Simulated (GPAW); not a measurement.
# Rh L₃-edge XANES of Rh (Rhodium, Fm-3m), part 2 of 3

Aim: the near-edge shape at the Rh L₃ edge of Rh (Rhodium, Fm-3m), and what the core hole does to it.

GPAW 26.7.0; X-ray absorption from dipole matrix elements to empty bands, plane-wave PAW PBE.

So far. Step 2 (The field without a hole): The mesh shows no gap, so the system is treated as a metal and the core electron is put at the Fermi level (neutral cell). Step 3 (Spectrum without a core hole, Rh atom 1): Main maxima below 30 eV (height): 0.4 eV (3.91), 15.6 eV (1.05), 22.4 eV (0.77) and 29.6 eV (0.97). At an L edge the dipole rule selects empty d (and weakly s) states on the absorber, and the strong line at the onset measures the empty part of its d band.

The database entry behind the starting cell differs from later determinations by our own check (an axis about 0.2 % short against later determinations), so it need not match the best structure at ambient conditions.

## Step 5: Spectrum with XCH, Rh atom 1

The holes are 6.6 Å apart. In GPAW the data set carries the hole's charge, so charge=0 means a charged cell and charge=-1 a neutral one. The excited electron is kept in the cell, where it fills the lowest empty states and screens the hole. After the field has converged, empty bands are computed with the density fixed and the dipole matrix elements are summed.

Input file xas.py:

```python
import numpy as np
from ase import Atoms
from ase.parallel import parprint, paropen
from gpaw import GPAW, PW, FermiDirac, Mixer, MixerDif, setup_paths
from gpaw.test import gen
setup_paths.insert(0, '.')
gen('Rh', name='fch2p', xcname='PBE', corehole=(2, 1, 1), write_xml=True)
from gpaw.mpi import world
world.barrier()

atoms = Atoms('Rh16',
    cell=[[3.7957, 3.7957, 3.7957],
     [3.7957, -3.7957, 3.7957],
     [3.7957, 3.7957, -3.7957]],
    scaled_positions=[[0, 0, 0],
     [0.25, 0, 0.25],
     [0.25, 0.25, 0],
     [0.5, 0, 0.5],
     [0.5, 0.25, 0.25],
     [0.5, 0.5, 0],
     [0, 0.25, 0.75],
     [0, 0.5, 0.5],
     [0, 0.75, 0.25],
     [0.75, 0, 0.75],
     [0.75, 0.25, 0.5],
     [0.75, 0.5, 0.25],
     [0.75, 0.75, 0],
     [0.25, 0.5, 0.75],
     [0.25, 0.75, 0.5],
     [0.5, 0.75, 0.75]],
    pbc=True)
atoms.calc = calc = GPAW(legacy_gpaw=True, mode=PW(430), xc='PBE', setups={0: 'fch2p'},
    kpts={'size': (5, 5, 5), 'gamma': True}, occupations=FermiDirac(0.1),
    charge=-1, mixer=Mixer(0.1, 5, 50), maxiter=150,
    convergence={'density': 0.0001}, txt='scf.txt')
energy = atoms.get_potential_energy() + calc.get_reference_energy()
ef = calc.get_fermi_level()
out = dict(energy=energy, fermi=ef, forces=atoms.get_forces().tolist())
parprint(f'all-electron energy {energy:.4f} eV, Fermi level {ef:.4f} eV')
ev = np.array([[calc.get_eigenvalues(k, s) for k in range(len(calc.get_ibz_k_points()))] for s in range(calc.get_number_of_spins())])
out['homo'], out['lumo'], out['counts'] = ev[ev < ef].max(), ev[ev > ef].min(), sorted(set((ev < ef).sum((0, 2)).tolist()))
out['filled'] = (ev[:, 0] < ef).sum(1).tolist()

from ase.units import Ha
from gpaw.xas import dipole_matrix_elements
nb = int(calc.get_number_of_electrons() / 2) + 213
top, nb = nb, nb + 8 + nb // 12
nscf = calc.fixed_density(kpts={'size': (5, 5, 5), 'gamma': True}, nbands=nb,
    convergence={'bands': top, 'eigenstates': 1e-5}, maxiter=60, txt='nscf.txt')
cell = atoms.cell.array
ops = [cell.T @ U.T @ np.linalg.inv(cell.T) for U in nscf.wfs.kd.symmetry.op_scc]
E = np.arange(-6, 34, 0.1)
fwhm = np.interp(E, [4, 25], [2.13, 3.5])
Y, X, zero, highest = 0, 0, 1e9, 1e9
for spin in range(nscf.get_number_of_spins()):
    wfs = nscf.wfs
    A = dipole_matrix_elements(wfs.setups[0])
    eps = np.zeros((wfs.kd.nibzkpts, nb))
    d = np.zeros((3, A.shape[1], wfs.kd.nibzkpts, nb), complex)
    for kpt in wfs.kpt_u:
        if kpt.s == spin and 0 in kpt.P_ani:
            eps[kpt.k] = kpt.eps_n * Ha
            d[:, :, kpt.k] = (kpt.weight * wfs.nspins / 2) ** 0.5 * np.inner(A, kpt.P_ani[0])
    world.sum(eps)
    world.sum(d)
    T = np.einsum('amkn,bmkn->abkn', d, d.conj()).real
    T = sum(np.einsum('ai,ijkn,bj->abkn', R, T, R) for R in ops) / len(ops)
    empty = eps > ef
    zero, highest = min(zero, eps[empty].min()), min(highest, eps[:, top - 1].min())
    lines = [(eps, T, empty)] if spin == 0 else lines + [(eps, T, empty)]
for eps, T, empty in lines:
    f = np.einsum('aakn->akn', T).reshape(3, -1)
    x = eps.ravel() - zero
    w = np.interp(x, E, fwhm) / 2.35482
    g = np.exp(-0.5 * ((E[:, None] - x) / w) ** 2) / (w * (2 * np.pi) ** 0.5)
    Y = Y + (f * empty.ravel()) @ g.T
    X = X + (f * ~empty.ravel()) @ g.T
out.update(E=E.round(2).tolist(), xas=Y.tolist(), xes=X.tolist(), zero=zero, valid=highest - zero, nk=len(eps), nb=nb)
for i in range(0, len(E), 10):
    parprint(f'{E[i]:7.2f}', *(f'{v:10.3e}' for v in Y[:, i]))
import json
with paropen('out.json', 'w') as f:
    json.dump(out, f)
```

The run is started by

```
> OMP_NUM_THREADS=1 mpirun -n 4 gpaw python xas.py
```

Numbers of over 12 decimals in the logs are rounded to 6 here.

Output:

```text
Input parameters:
  charge: -1
  convergence: {density: 0.0001}
  kpts: {gamma: True,
         size: (5, 5, 5)}
  maxiter: 150
  mixer: {backend: pulay,
          beta: 0.1,
          method: separate,
          nmaxold: 5,
          weight: 50}
  mode: {ecut: 430.0,
         name: pw}
  occupations: {fixmagmom: False,
                name: fermi-dirac,
                width: 0.1}
  setups: {0: fch2p}
  xc: PBE

Initialize ...

[... PAW data sets ...]

Reference energy: -2079104.444415  # eV

Spin-paired calculation

[... convergence settings ...]
Symmetries present (total): 48
  [... symmetry matrices ...]

125 k-points: 5 x 5 x 5 Monkhorst-Pack grid
10 k-points in the irreducible part of the Brillouin zone
       k-points in crystal coordinates                weights
   0:     0.00000000    0.00000000    0.00000000          1/125
   1:     0.20000000    0.20000000    0.00000000         12/125
   2:     0.20000000    0.20000000    0.20000000          6/125
   3:     0.40000000   -0.20000000   -0.20000000          8/125
   4:     0.40000000    0.00000000   -0.20000000         24/125
   5:     0.40000000    0.20000000   -0.40000000          8/125
   6:     0.40000000    0.20000000    0.20000000         24/125
   7:     0.40000000    0.40000000    0.00000000         12/125
   8:     0.40000000    0.40000000    0.20000000         24/125
   9:     0.40000000    0.40000000    0.40000000          6/125

Wave functions: Plane wave expansion
  Cutoff energy: 430.000 eV
  Number of coefficients (min, max): 4392, 4463
  Pulay-stress correction: 0.000000 eV/Ang^3 (de/decut=0.000000)
  Using FFTW library
  Wavefunction extrapolation:
    Improved wavefunction reuse through dual PAW basis

Occupation numbers: Fermi-Dirac:
  width: 0.1000  # eV

Eigensolver
   Davidson(niter=2)

Densities:
  Coarse grid: 32*32*32 grid
  Fine grid: 64*64*64 grid
  Total Charge: 0.000000

Density mixing:
  Method: separate
  Backend: pulay
  Linear mixing parameter: 0.1
  old densities: 5
  Width of damping distribution: 1.1
  Damping of long wavelength oscillations: 50

[... Hamiltonian set-up ...]
Number of atoms: 16
Number of atomic orbitals: 192
Number of bands in calculation: 149
Number of valence electrons: 241
Bands to converge: occupied

... initialized

Initializing position-dependent things.

Density initialized from atomic densities
Creating initial wave functions:
  149 bands from LCAO basis set

                      Rh
                       Rh
                 Rh     Rh
                   Rh    Rh Rh

             Rh     RhRh
              RhRh     Rh
        Rh       Rh
                   Rh

Atomic positions and initial magnetic moments

Positions:
   0 Rh     0.000000    0.000000    0.000000    ( 0.0000,  0.0000,  0.0000)
   1 Rh     1.897850    1.897850    0.000000    ( 0.0000,  0.0000,  0.0000)
   2 Rh     1.897850    0.000000    1.897850    ( 0.0000,  0.0000,  0.0000)
   3 Rh     3.795700    3.795700    0.000000    ( 0.0000,  0.0000,  0.0000)
   4 Rh     3.795700    1.897850    1.897850    ( 0.0000,  0.0000,  0.0000)
   5 Rh     3.795700    0.000000    3.795700    ( 0.0000,  0.0000,  0.0000)
   6 Rh     3.795700    1.897850   -1.897850    ( 0.0000,  0.0000,  0.0000)
[...]
13 Rh     5.693550    1.897850    0.000000    ( 0.0000,  0.0000,  0.0000)
  14 Rh     5.693550    0.000000    1.897850    ( 0.0000,  0.0000,  0.0000)
  15 Rh     7.591400    1.897850    1.897850    ( 0.0000,  0.0000,  0.0000)

Unit cell:
           periodic     x           y           z      points  spacing
  1. axis:    yes    3.795700    3.795700    3.795700    32     0.1677
  2. axis:    yes    3.795700   -3.795700    3.795700    32     0.1677
  3. axis:    yes    3.795700    3.795700   -3.795700    32     0.1677

  Lengths:   6.574345   6.574345   6.574345
  Angles:  109.471221  70.528779  70.528779

Effective grid spacing dv^(1/3) = 0.1883

iter:   1  -145.039759
iter:   2  -133.851664   -1.15  -1.31
iter:   3  -134.417564   -0.82  -1.41
iter:   4  -127.969390   -1.15  -1.70
iter:   5  -126.273990   -2.03  -1.91
iter:   6  -126.504012   -2.72  -2.12
iter:   7  -126.234863   -2.26  -2.10
iter:   8  -126.150216   -3.33  -2.67
iter:   9  -126.149280c  -4.10  -2.95
iter:  10  -126.146296c  -4.11  -2.97
iter:  11  -126.145098c  -4.45  -3.26
iter:  12  -126.145195c  -5.30  -3.53
iter:  13  -126.144746c  -5.31  -3.55
iter:  14  -126.144572c  -5.96  -3.91
iter:  15  -126.144619c  -6.18  -4.04c
iter:  16  -126.144569c  -6.66  -4.26c
iter:  17  -126.144550c  -7.32  -4.48c
iter:  18  -126.144558c  -7.34  -4.56c
iter:  19  -126.144544c  -7.96c -4.83c

Converged after 19 iterations.

Dipole moment: (0.000000, 0.000000, 0.000000) |e|*Ang

Energy contributions relative to reference atoms: (reference = -2079104.444415)

Kinetic:         +8.457487
Potential:      -41.345507
External:        +0.000000
XC:             -91.631729
Entropy (-ST):   -0.738930
Local:           -1.255330
SIC:             +0.000000
--------------------------
Free energy:   -126.514009
Extrapolated:  -126.144544

Showing only first 2 kpts
 Kpt  Band  Eigenvalues  Occupancy
  0   118     10.83188    1.99993
  0   119     10.83188    1.99993
  0   120     12.32170    0.01943
  0   121     12.32170    0.01943

  1   118     11.44005    1.97022
  1   119     11.45281    1.96623
  1   120     11.82024    1.19261
[...]
Fermi level: 11.85925

No gap
No difference between direct/indirect transitions

Forces in eV/Ang:
  0 Rh    0.00000    0.00000   -0.00000
  1 Rh    0.26662    0.26662    0.00000
  2 Rh    0.26662    0.00000    0.26662
  3 Rh   -0.00000   -0.00000    0.00000
  4 Rh   -0.00000   -0.26662   -0.26662
  5 Rh    0.00000    0.00000    0.00000
  6 Rh   -0.00000   -0.26662    0.26662
[...]
13 Rh   -0.26662    0.26662   -0.00000
 14 Rh   -0.26662   -0.00000    0.26662
 15 Rh    0.00000    0.26662    0.26662
Scalar-relativistic atomic PBE calculation for Rh (Rhodium, Z=45)
Core hole in 2p state (2p occupation: 5.0)
750 radial gridpoints.
|------------------------------------------------|
|------------------------------------------------|
[... the atom generator's iteration count ...]

Energy contributions:
-------------------------
Kinetic:    +4835.338849
XC:          -133.842923
Potential:  -9371.773996
-------------------------
Total:      -4670.278070

state      eigenvalue         ekin         rmax
-----------------------------------------------
1s^2.0 :  -852.461946  1074.615022        0.021
2s^2.0 :  -126.585692   223.173303        0.119
2p^5.0 :  -114.377278   213.721231        0.095
3s^2.0 :   -23.411259    62.145578        0.347
3p^6.0 :   -19.278965    57.953541        0.339
3d^10.0:   -12.642219    52.890634        0.283
4s^2.0 :    -3.613408    15.397503        0.861
4p^6.0 :    -2.406738    12.844832        0.915
4d^8.0 :    -0.670359     7.561559        1.071
5s^1.0 :    -0.448112     1.880827        2.402
5p^0.0 :    -0.262940     1.098708        3.012
-----------------------------------------------
(units: Bohr and Hartree)

Generating PAW setup
Kinetic energy of the core from tauc = 4804.579121
Cutoffs:
rc(s)=2.400
rc(p)=2.610
rc(d)=2.350
rc(vbar)=2.390
rc(comp)=2.290
rc(nct)=2.610

Kinetic energy of the core states: 4695.896552
Charge: 1.0
Core electrons: 29.0
Valence electrons: 15.0
Pseudo-core charge: 0.066325
Shape function alpha=1.907
Pseudo-electron charge 4.822666
state    eigenvalue         norm
--------------------------------
5s(1) :    -0.448112     1.049459
*s    :     0.551888
4p(6) :    -2.406738     0.092541
5p(0) :    -0.262940     1.008679
4d(8) :    -0.670359     0.393955
*d    :     0.329641
--------------------------------

Diagonalizing with gridspacing h=0.050

state   all-electron     PAW
-------------------------------
5s:      -0.448112    -0.448351
4p:      -2.406738    -2.406896
4d:      -0.670359    -0.671209
*f:                   -0.023813
-------------------------------
all-electron energy -2079230.5890 eV, Fermi level 11.8592 eV
[...]
31.00  5.633e-06  5.633e-06  5.633e-06
  32.00  4.508e-06  4.508e-06  4.508e-06
  33.00  3.590e-06  3.590e-06  3.590e-06
```

The job ended after 4.4 min (4 MPI ranks of Arm Neoverse V2, shared host; peak memory 0.44 GiB; 18 min of CPU time).

The Rh L₃ spectrum, Rh atom 1, excited-electron core hole (neutral cell) (energy from the lowest empty level; intensity scaled to a mean of 1 over the first 20 eV):

```csv
E (eV),intensity
-2.00,0.09
-1.25,0.55
-0.50,1.63
0.25,2.63
1.00,2.43
1.75,1.51
2.50,0.96
3.25,0.78
4.00,0.71
4.75,0.66
5.50,0.59
6.25,0.53
7.00,0.52
7.75,0.59
8.50,0.73
9.25,0.80
10.00,0.79
10.75,0.81
11.50,0.90
12.25,1.05
13.00,1.17
13.75,1.21
14.50,1.22
15.25,1.23
16.00,1.22
16.75,1.14
17.50,1.01
18.25,0.84
19.00,0.69
19.75,0.63
20.50,0.68
21.25,0.80
22.00,0.91
22.75,0.92
23.50,0.84
24.25,0.72
25.00,0.64
25.75,0.65
26.50,0.76
27.25,0.91
28.00,1.05
28.75,1.14
29.50,1.16
30.25,1.09
31.00,0.97
31.75,0.83
```

Main maxima below 30 eV (height): 0.4 eV (2.71), 15.4 eV (1.23), 22.4 eV (0.93) and 29.2 eV (1.16). 

## Step 6: Spectrum with FCH, Rh atom 1

The holes are 6.6 Å apart. In GPAW the data set carries the hole's charge, so charge=0 means a charged cell and charge=-1 a neutral one. The excited electron is left out and a uniform background balances the charge. After the field has converged, empty bands are computed with the density fixed and the dipole matrix elements are summed.

Changed against the first core-hole run: core hole to FCH.

Changes to xas.py since step 5:

```diff
@@ -33,3 +33,3 @@
     kpts={'size': (5, 5, 5), 'gamma': True}, occupations=FermiDirac(0.1),
-    charge=-1, mixer=Mixer(0.1, 5, 50), maxiter=150,
+    charge=0, mixer=Mixer(0.1, 5, 50), maxiter=150,
     convergence={'density': 0.0001}, txt='scf.txt')
```

Output:

```text
Input parameters:
  convergence: {density: 0.0001}
  kpts: {gamma: True,
         size: (5, 5, 5)}
  maxiter: 150
  mixer: {backend: pulay,
          beta: 0.1,
          method: separate,
          nmaxold: 5,
          weight: 50}
  mode: {ecut: 430.0,
         name: pw}
  occupations: {fixmagmom: False,
                name: fermi-dirac,
                width: 0.1}
  setups: {0: fch2p}
  xc: PBE

Initialize ...

[...]
*d    :     0.329641
--------------------------------

Diagonalizing with gridspacing h=0.050

state   all-electron     PAW
-------------------------------
5s:      -0.448112    -0.448351
4p:      -2.406738    -2.406896
4d:      -0.670359    -0.671209
*f:                   -0.023813
-------------------------------
all-electron energy -2079242.4114 eV, Fermi level 11.7799 eV
[...]
32.00  4.616e-06  4.616e-06  4.616e-06
  33.00  3.657e-06  3.657e-06  3.657e-06
[key lines of the parts left out:]
Converged after 19 iterations.
Dipole moment: (0.000000, 0.000000, 0.000000) |e|*Ang
Free energy:   -138.333478
Fermi level: 11.77993
```

The job ended after 4.4 min (4 MPI ranks; peak memory 0.43 GiB).

```
E (eV)  first run  this run
  -2.0       0.09      0.09
  -1.0       0.84      0.84
   0.0       2.41      2.45
   1.0       2.43      2.51
   2.0       1.26      1.29
   3.0       0.82      0.81
   4.0       0.71      0.71
   5.0       0.64      0.64
   6.0       0.55      0.55
   7.0       0.52      0.51
   8.0       0.63      0.61
   9.0       0.79      0.77
  10.0       0.79      0.78
  11.0       0.83      0.81
  12.0       1.00      0.97
  13.0       1.17      1.14
  14.0       1.22      1.20
  15.0       1.23      1.21
  16.0       1.22      1.21
  17.0       1.10      1.11
  18.0       0.89      0.91
  19.0       0.69      0.70
  20.0       0.63      0.63
  21.0       0.76      0.74
  22.0       0.91      0.89
  23.0       0.90      0.90
  24.0       0.76      0.77
  25.0       0.64      0.64
  26.0       0.68      0.66
  27.0       0.85      0.82
  28.0       1.05      1.03
  29.0       1.16      1.14
  30.0       1.12      1.12
  31.0       0.97      0.99
  32.0       0.78      0.79
```

Against the first run the r.m.s. difference is 2 %. The highest intensity below 24 eV goes from 0.4 eV (2.71) to 0.6 eV (2.79).

The photon energy of the zero moves by -0.04 eV.

## Step 7: Supercell without a hole, the energy reference

The cutoff changes for the next run, so it gets a reference energy of its own.

Input file scf.py:

```python
import numpy as np
from ase import Atoms
from ase.parallel import parprint, paropen
from gpaw import GPAW, PW, FermiDirac, Mixer, MixerDif, setup_paths
from gpaw.test import gen
setup_paths.insert(0, '.')
gen('Rh', name='nch2p', xcname='PBE', corehole=(2, 1, 0), write_xml=True)
from gpaw.mpi import world
world.barrier()

atoms = Atoms('Rh16',
    cell=[[3.7957, 3.7957, 3.7957],
     [3.7957, -3.7957, 3.7957],
     [3.7957, 3.7957, -3.7957]],
    scaled_positions=[[0, 0, 0],
     [0.25, 0, 0.25],
     [0.25, 0.25, 0],
     [0.5, 0, 0.5],
     [0.5, 0.25, 0.25],
     [0.5, 0.5, 0],
     [0, 0.25, 0.75],
     [0, 0.5, 0.5],
     [0, 0.75, 0.25],
     [0.75, 0, 0.75],
     [0.75, 0.25, 0.5],
     [0.75, 0.5, 0.25],
     [0.75, 0.75, 0],
     [0.25, 0.5, 0.75],
     [0.25, 0.75, 0.5],
     [0.5, 0.75, 0.75]],
    pbc=True)
atoms.calc = calc = GPAW(legacy_gpaw=True, mode=PW(300), xc='PBE', setups={0: 'nch2p'},
    kpts={'size': (5, 5, 5), 'gamma': True}, occupations=FermiDirac(0.1),
    charge=0, mixer=Mixer(0.1, 5, 50), maxiter=150,
    convergence={'density': 0.0001}, txt='scf.txt')
energy = atoms.get_potential_energy() + calc.get_reference_energy()
ef = calc.get_fermi_level()
out = dict(energy=energy, fermi=ef, forces=atoms.get_forces().tolist())
parprint(f'all-electron energy {energy:.4f} eV, Fermi level {ef:.4f} eV')
ev = np.array([[calc.get_eigenvalues(k, s) for k in range(len(calc.get_ibz_k_points()))] for s in range(calc.get_number_of_spins())])
out['homo'], out['lumo'], out['counts'] = ev[ev < ef].max(), ev[ev > ef].min(), sorted(set((ev < ef).sum((0, 2)).tolist()))
out['filled'] = (ev[:, 0] < ef).sum(1).tolist()
import json
with paropen('out.json', 'w') as f:
    json.dump(out, f)
```

The run is started by

```
> OMP_NUM_THREADS=1 mpirun -n 4 gpaw python scf.py
```

Output:

```text
Input parameters:
  convergence: {density: 0.0001}
  kpts: {gamma: True,
         size: (5, 5, 5)}
  maxiter: 150
  mixer: {backend: pulay,
          beta: 0.1,
          method: separate,
          nmaxold: 5,
          weight: 50}
  mode: {ecut: 300.0,
         name: pw}
  occupations: {fixmagmom: False,
                name: fermi-dirac,
                width: 0.1}
  setups: {0: nch2p}
  xc: PBE

Initialize ...

[...]
*s    :     0.842099
4p(6) :    -1.853221     0.119901
5p(0) :    -0.031305     0.998431
4d(8) :    -0.218353     0.503132
*d    :     0.781647
--------------------------------

Diagonalizing with gridspacing h=0.050

state   all-electron     PAW
-------------------------------
5s:      -0.157901    -0.158028
4p:      -1.853221    -1.853430
4d:      -0.218353    -0.219202
*f:                    0.068044
-------------------------------
all-electron energy -2082266.7072 eV, Fermi level 11.9760 eV
[key lines of the parts left out:]
Converged after 20 iterations.
Dipole moment: (0.000000, 0.000000, 0.000000) |e|*Ang
Free energy:   -112.717706
Fermi level: 11.97602
```

It took 63 s on 4 MPI ranks; peak memory 0.26 GiB; 4.2 min of CPU time.

Reference energy: -2082266.707 eV with the cores included.

[end of part 2 of 3]

[Banner, clock and machine lines of the logs are left out without a mark of their own.]

[Logs are printed without paths, hosts, clocks, repeated set-up lines and the standing remarks that a program may print on its own settings, such as how far it seeks lower states.]

[Hosts, paths, dates, database ids (printed as entryN), source tags and the programs' standing remarks are cut or masked in the printed files.]

[Lists of maxima count a maximum above −3 eV only where it reaches 4 % of the highest in the window and stands out from its surroundings by 2 % of it (1.5 % where it reaches 55 %); shoulders and weaker maxima are passed over, and of the rest the first, up to two pre-edge ones and the few strongest are named.]
